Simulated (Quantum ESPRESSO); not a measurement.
# Collinear magnetic orders of Mn2Ga2S5 with Quantum ESPRESSO, part 3 of 3

Wanted: the moments of Mn2Ga2S5 and the energy of each order that was tried.

Quantum ESPRESSO 7.5; PBEsol with U = 4 eV on Mn d (ortho-atomic projectors); plane waves with GBRV 1.5 PBEsol potentials, no spin-orbit coupling.

So far, absolute magnetization (μB): step 2 (start 1: ferro ++) 10.00; step 3 (run 2 (antiferro +−)) 9.71; step 5 (the lowest state again, with its states saved) 9.71.

## 6. Projections on atomic orbitals

Level of this step: PBEsol with U = 4 eV on Mn d (ortho-atomic projectors); plane waves with GBRV 1.5 PBEsol potentials, no spin-orbit coupling, projections on orthogonalised atomic orbitals (Quantum ESPRESSO).

projwfc.x projects the saved states on orthogonalised atomic orbitals of the pseudopotential files.

The program printed:

```text
[banner, memory and clock lines left out]
Program PROJWFC v.7.5 starts

     [... lines left out ...]
     IMPORTANT: XC functional enforced from input :
     Exchange-correlation= PBESOL
                           (   1   4  10   8   0   0   0)
     Any further DFT definition will be discarded
     Please, verify this is what you really want

     G-vector sticks info

     Check: negative core charge=   -0.000018

     Gaussian broadening (read from input): ngauss,degauss=   0    0.010000

     Calling projwave ....

  Problem Sizes
  natomwfc =           70
  nbnd     =           67
  nkstot   =           28
  npwx     =         5364
  nkb      =          162

     Atomic states used for projection
     (read from pseudopotential files):

     state #   1: atom   1 (Mn1), wfc  1 (l=0 m= 1)
     state #   2: atom   1 (Mn1), wfc  2 (l=1 m= 1)
     state #   3: atom   1 (Mn1), wfc  2 (l=1 m= 2)
     state #   4: atom   1 (Mn1), wfc  2 (l=1 m= 3)
     state #   5: atom   1 (Mn1), wfc  3 (l=0 m= 1)
     state #   6: atom   1 (Mn1), wfc  4 (l=2 m= 1)
     state #   7: atom   1 (Mn1), wfc  4 (l=2 m= 2)
     state #   8: atom   1 (Mn1), wfc  4 (l=2 m= 3)
     state #   9: atom   1 (Mn1), wfc  4 (l=2 m= 4)
     state #  10: atom   1 (Mn1), wfc  4 (l=2 m= 5)
     state #  11: atom   1 (Mn1), wfc  5 (l=1 m= 1)
     state #  12: atom   1 (Mn1), wfc  5 (l=1 m= 2)
     state #  13: atom   1 (Mn1), wfc  5 (l=1 m= 3)
     state #  14: atom   2 (Mn2), wfc  1 (l=0 m= 1)
     state #  15: atom   2 (Mn2), wfc  2 (l=1 m= 1)
     state #  16: atom   2 (Mn2), wfc  2 (l=1 m= 2)
     state #  17: atom   2 (Mn2), wfc  2 (l=1 m= 3)
     state #  18: atom   2 (Mn2), wfc  3 (l=0 m= 1)
     state #  19: atom   2 (Mn2), wfc  4 (l=2 m= 1)
     state #  20: atom   2 (Mn2), wfc  4 (l=2 m= 2)
     state #  21: atom   2 (Mn2), wfc  4 (l=2 m= 3)
     state #  22: atom   2 (Mn2), wfc  4 (l=2 m= 4)
     state #  23: atom   2 (Mn2), wfc  4 (l=2 m= 5)
     state #  24: atom   2 (Mn2), wfc  5 (l=1 m= 1)
     state #  25: atom   2 (Mn2), wfc  5 (l=1 m= 2)
     state #  26: atom   2 (Mn2), wfc  5 (l=1 m= 3)
     state #  27: atom   3 (Ga ), wfc  1 (l=1 m= 1)
     state #  28: atom   3 (Ga ), wfc  1 (l=1 m= 2)
     state #  29: atom   3 (Ga ), wfc  1 (l=1 m= 3)
     state #  30: atom   3 (Ga ), wfc  2 (l=2 m= 1)
     state #  31: atom   3 (Ga ), wfc  2 (l=2 m= 2)
     state #  32: atom   3 (Ga ), wfc  2 (l=2 m= 3)
     state #  33: atom   3 (Ga ), wfc  2 (l=2 m= 4)
     state #  34: atom   3 (Ga ), wfc  2 (l=2 m= 5)
     state #  35: atom   3 (Ga ), wfc  3 (l=0 m= 1)
     state #  36: atom   3 (Ga ), wfc  4 (l=1 m= 1)
     state #  37: atom   3 (Ga ), wfc  4 (l=1 m= 2)
     state #  38: atom   3 (Ga ), wfc  4 (l=1 m= 3)
     state #  39: atom   4 (Ga ), wfc  1 (l=1 m= 1)
     state #  40: atom   4 (Ga ), wfc  1 (l=1 m= 2)
     state #  41: atom   4 (Ga ), wfc  1 (l=1 m= 3)
     state #  42: atom   4 (Ga ), wfc  2 (l=2 m= 1)
     state #  43: atom   4 (Ga ), wfc  2 (l=2 m= 2)
     state #  44: atom   4 (Ga ), wfc  2 (l=2 m= 3)
     state #  45: atom   4 (Ga ), wfc  2 (l=2 m= 4)
     state #  46: atom   4 (Ga ), wfc  2 (l=2 m= 5)
     state #  47: atom   4 (Ga ), wfc  3 (l=0 m= 1)
     state #  48: atom   4 (Ga ), wfc  4 (l=1 m= 1)
     state #  49: atom   4 (Ga ), wfc  4 (l=1 m= 2)
     state #  50: atom   4 (Ga ), wfc  4 (l=1 m= 3)
     state #  51: atom   5 (S  ), wfc  1 (l=0 m= 1)
     state #  52: atom   5 (S  ), wfc  2 (l=1 m= 1)
     state #  53: atom   5 (S  ), wfc  2 (l=1 m= 2)
     state #  54: atom   5 (S  ), wfc  2 (l=1 m= 3)
     state #  55: atom   6 (S  ), wfc  1 (l=0 m= 1)
     state #  56: atom   6 (S  ), wfc  2 (l=1 m= 1)
     state #  57: atom   6 (S  ), wfc  2 (l=1 m= 2)
     state #  58: atom   6 (S  ), wfc  2 (l=1 m= 3)
     state #  59: atom   7 (S  ), wfc  1 (l=0 m= 1)
     state #  60: atom   7 (S  ), wfc  2 (l=1 m= 1)
     state #  61: atom   7 (S  ), wfc  2 (l=1 m= 2)
     state #  62: atom   7 (S  ), wfc  2 (l=1 m= 3)
     state #  63: atom   8 (S  ), wfc  1 (l=0 m= 1)
[...]
spin up      =   9.3166, p =  3.8187, pz=  1.2926, px=  1.2631, py=  1.2631,
                 spin up      =   9.3166, d =  4.9959, dz2=  0.9986, dxz=  0.9994, dyz=  0.9994, dx2-y2=  0.9993, dxy=  0.9993,
                 spin down    =   9.3458, s =  0.5113,
                 spin down    =   9.3458, p =  3.8386, pz=  1.2974, px=  1.2706, py=  1.2706,
                 spin down    =   9.3458, d =  4.9960, dz2=  0.9986, dxz=  0.9994, dyz=  0.9994, dx2-y2=  0.9993, dxy=  0.9993,
                 polarization =  -0.0292, s = -0.0093, p = -0.0198, d = -0.0001,
     Atom #   4: total charge =  18.6624, s =  1.0133, p =  7.6573, d =  9.9918,
                 spin up      =   9.3458, s =  0.5113,
                 spin up      =   9.3458, p =  3.8386, pz=  1.2974, px=  1.2706, py=  1.2706,
                 spin up      =   9.3458, d =  4.9960, dz2=  0.9986, dxz=  0.9994, dyz=  0.9994, dx2-y2=  0.9993, dxy=  0.9993,
                 spin down    =   9.3166, s =  0.5020,
                 spin down    =   9.3166, p =  3.8187, pz=  1.2926, px=  1.2631, py=  1.2631,
                 spin down    =   9.3166, d =  4.9959, dz2=  0.9986, dxz=  0.9994, dyz=  0.9994, dx2-y2=  0.9993, dxy=  0.9993,
                 polarization =   0.0292, s =  0.0093, p =  0.0198, d =  0.0001,
     Atom #   5: total charge =   6.0537, s =  1.5487, p =  4.5049, d =  0.0000,
                 spin up      =   3.0268, s =  0.7744,
                 spin up      =   3.0268, p =  2.2525, pz=  0.7541, px=  0.7492, py=  0.7492,
                 spin up      =   3.0268, d =  0.0000, dz2=  0.0000, dxz=  0.0000, dyz=  0.0000, dx2-y2=  0.0000, dxy=  0.0000,
                 spin down    =   3.0268, s =  0.7744,
                 spin down    =   3.0268, p =  2.2525, pz=  0.7541, px=  0.7492, py=  0.7492,
                 spin down    =   3.0268, d =  0.0000, dz2=  0.0000, dxz=  0.0000, dyz=  0.0000, dx2-y2=  0.0000, dxy=  0.0000,
                 polarization =  -0.0000, s =  0.0000, p = -0.0000, d =  0.0000,
     Atom #   6: total charge =   6.0505, s =  1.5516, p =  4.4989, d =  0.0000,
                 spin up      =   3.0009, s =  0.7664,
                 spin up      =   3.0009, p =  2.2345, pz=  0.6521, px=  0.7912, py=  0.7912,
                 spin up      =   3.0009, d =  0.0000, dz2=  0.0000, dxz=  0.0000, dyz=  0.0000, dx2-y2=  0.0000, dxy=  0.0000,
                 spin down    =   3.0496, s =  0.7852,
                 spin down    =   3.0496, p =  2.2644, pz=  0.6424, px=  0.8110, py=  0.8110,
                 spin down    =   3.0496, d =  0.0000, dz2=  0.0000, dxz=  0.0000, dyz=  0.0000, dx2-y2=  0.0000, dxy=  0.0000,
                 polarization =  -0.0487, s = -0.0188, p = -0.0299, d =  0.0000,
     Atom #   7: total charge =   6.0505, s =  1.5516, p =  4.4989, d =  0.0000,
                 spin up      =   3.0496, s =  0.7852,
                 spin up      =   3.0496, p =  2.2644, pz=  0.6424, px=  0.8110, py=  0.8110,
                 spin up      =   3.0496, d =  0.0000, dz2=  0.0000, dxz=  0.0000, dyz=  0.0000, dx2-y2=  0.0000, dxy=  0.0000,
                 spin down    =   3.0009, s =  0.7664,
                 spin down    =   3.0009, p =  2.2345, pz=  0.6521, px=  0.7912, py=  0.7912,
                 spin down    =   3.0009, d =  0.0000, dz2=  0.0000, dxz=  0.0000, dyz=  0.0000, dx2-y2=  0.0000, dxy=  0.0000,
                 polarization =   0.0487, s =  0.0188, p =  0.0299, d =  0.0000,
     Atom #   8: total charge =   6.1428, s =  1.7066, p =  4.4362, d =  0.0000,
                 spin up      =   3.0814, s =  0.8536,
                 spin up      =   3.0814, p =  2.2278, pz=  0.8341, px=  0.6969, py=  0.6969,
                 spin up      =   3.0814, d =  0.0000, dz2=  0.0000, dxz=  0.0000, dyz=  0.0000, dx2-y2=  0.0000, dxy=  0.0000,
                 spin down    =   3.0613, s =  0.8529,
                 spin down    =   3.0613, p =  2.2084, pz=  0.8257, px=  0.6913, py=  0.6913,
                 spin down    =   3.0613, d =  0.0000, dz2=  0.0000, dxz=  0.0000, dyz=  0.0000, dx2-y2=  0.0000, dxy=  0.0000,
                 polarization =   0.0201, s =  0.0007, p =  0.0194, d =  0.0000,
     Atom #   9: total charge =   6.1428, s =  1.7066, p =  4.4362, d =  0.0000,
                 spin up      =   3.0613, s =  0.8529,
                 spin up      =   3.0613, p =  2.2084, pz=  0.8257, px=  0.6913, py=  0.6913,
                 spin up      =   3.0613, d =  0.0000, dz2=  0.0000, dxz=  0.0000, dyz=  0.0000, dx2-y2=  0.0000, dxy=  0.0000,
                 spin down    =   3.0814, s =  0.8536,
                 spin down    =   3.0814, p =  2.2278, pz=  0.8341, px=  0.6969, py=  0.6969,
                 spin down    =   3.0814, d =  0.0000, dz2=  0.0000, dxz=  0.0000, dyz=  0.0000, dx2-y2=  0.0000, dxy=  0.0000,
                 polarization =  -0.0201, s = -0.0007, p = -0.0194, d =  0.0000,
     Spilling Parameter:   0.0019
```

Run time: 3.6 s. Hardware: 4 MPI ranks of Intel Xeon Platinum 8488C (Sapphire Rapids), shared host; peak memory 0.26 GiB; 14 s of CPU time.

| atom | moment in the sphere (μB) | Löwdin moment (μB) | Löwdin charge (e) |
| --- | --- | --- | --- |
| Mn1 | 4.366 | 4.747 | 15.022 |
| Mn2 | -4.366 | -4.747 | 15.022 |
| Ga3 | -0.009 | -0.029 | 18.662 |
| Ga4 | 0.009 | 0.029 | 18.662 |
| S5 | 0.000 | 0.000 | 6.054 |
| S6 | -0.034 | -0.049 | 6.051 |
| S7 | 0.034 | 0.049 | 6.051 |
| S8 | 0.012 | 0.020 | 6.143 |
| S9 | -0.012 | -0.020 | 6.143 |

## 7. Occupations of the corrected shells in the lowest state

Occupations of the Hubbard shells:

| block | type | shell | spin | electrons | occupation numbers |
| --- | --- | --- | --- | --- | --- |
| 1 | Mn1 | 3d | up | 4.958 | 0.987 0.987 0.994 0.995 0.995 |
| 1 | Mn1 | 3d | down | 0.3108 | 0.019 0.024 0.024 0.122 0.122 |
| 2 | Mn2 | 3d | up | 0.3108 | 0.019 0.024 0.024 0.122 0.122 |
| 2 | Mn2 | 3d | down | 4.958 | 0.987 0.987 0.994 0.995 0.995 |

## 8. Outcome

* lowest state found: antiferromagnetic (from antiferro +-)
* largest site moment: 4.37 μB
* next state with moments: ferromagnetic, 21.7 meV a seeded atom higher

In words: The largest moment reads 4.37 μB in the sphere and 4.75 μB by Löwdin projection; a site moment hangs on how space is shared out. This is the lowest of 2 collinear or spinless starts, no proof of the ground state.

[Logs and program files are shortened in this print: banners, set-up blocks, solver, clock and traceback lines can be left out without a mark of their own.]

[Logs are printed without paths, hosts, clocks, repeated set-up lines and the standing remarks that a program may print on its own settings, such as how far it seeks lower states.]

[Hosts, paths, dates, database ids (printed as entryN), source tags and the programs' standing remarks are cut or masked in the printed files.]

[Where a cell is said to come from a database of computed structures, the database is the Materials Project.]
